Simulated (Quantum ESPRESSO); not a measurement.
## Magnetic state of ZrFe2 from several starts: run 1, typed as ferro ++++

Quantum ESPRESSO 7.5; PBEsol; plane waves with GBRV 1.5 PBEsol potentials, no spin-orbit coupling.

The signs are those of the starting moments on the seeded atoms, the atoms that are given a moment.

pw.in reads:

```
&CONTROL
  calculation = 'scf'
  prefix = 'pwscf'
  outdir = './tmp'
  pseudo_dir = './pseudo'
  disk_io = 'nowf'
/
&SYSTEM
  ibrav = 0
  celldm(1) = 8
  nat = 6
  ntyp = 2
  ecutwfc = 40
  ecutrho = 280
  nbnd = 62
  occupations = 'smearing'
  smearing = 'fd'
  degauss = 0.00734986
  nspin = 2
  starting_magnetization(1) = 0
  starting_magnetization(2) = 0.175
/
&ELECTRONS
  conv_thr = 1.2d-08
  electron_maxstep = 150
  mixing_beta = 0.3
/
ATOMIC_SPECIES
Zr     91.2240 zr_pbesol_v1.uspp.F.UPF
Fe     55.8450 fe_pbesol_v1.5.uspp.F.UPF
CELL_PARAMETERS alat
   0.0000000000000    0.8370305653264    0.8370305653264
   0.8370305653264    0.0000000000000    0.8370305653264
   0.8370305653264    0.8370305653264    0.0000000000000
ATOMIC_POSITIONS crystal
Zr      0.0000000000    0.0000000000    0.0000000000
Zr      0.2500000000    0.2500000000    0.2500000000
Fe      0.6250000000    0.6250000000    0.6250000000
Fe      0.1250000000    0.6250000000    0.6250000000
Fe      0.6250000000    0.6250000000    0.1250000000
Fe      0.6250000000    0.1250000000    0.6250000000
K_POINTS automatic
6 6 6 0 0 0
```

Started as:

```sh
> OMP_NUM_THREADS=1 mpirun -n 4 pw.x -nk 4 -in pw.in > pw.out
```

Before running it: what should come out for the spin moment in the atom's sphere?

The site moments add up to 7.06 μB, near the cell's 6.40 μB; the space between the atoms is polarised against them. Symmetry leaves 2 kinds of site among the 6 atoms, and equivalent atoms carry values of equal size.

Spin moment in the atom's sphere by atom:

```
atom  spin moment in the atom's sphere (μB)
 Zr1                                  -0.44
 Zr2                                  -0.44
 Fe3                                   1.99
 Fe4                                   1.99
 Fe5                                   1.99
 Fe6                                   1.99
```

Numbers from this step:

| Quantity | Value |
| --- | --- |
| magnetization | 6.402 μB |
| absolute magnetization | 9.605 μB |
| final state | ferrimagnetic |

[Logs and program files are shortened in this print: banners, set-up blocks, solver, clock and traceback lines can be left out without a mark of their own.]

[Logs are printed without paths, hosts, clocks, repeated set-up lines and the standing remarks that a program may print on its own settings, such as how far it seeks lower states.]

[Hosts, paths, dates, database ids (printed as entryN), source tags and the programs' standing remarks are cut or masked in the printed files.]

[Where a cell is said to come from a database of computed structures, the database is the Materials Project.]
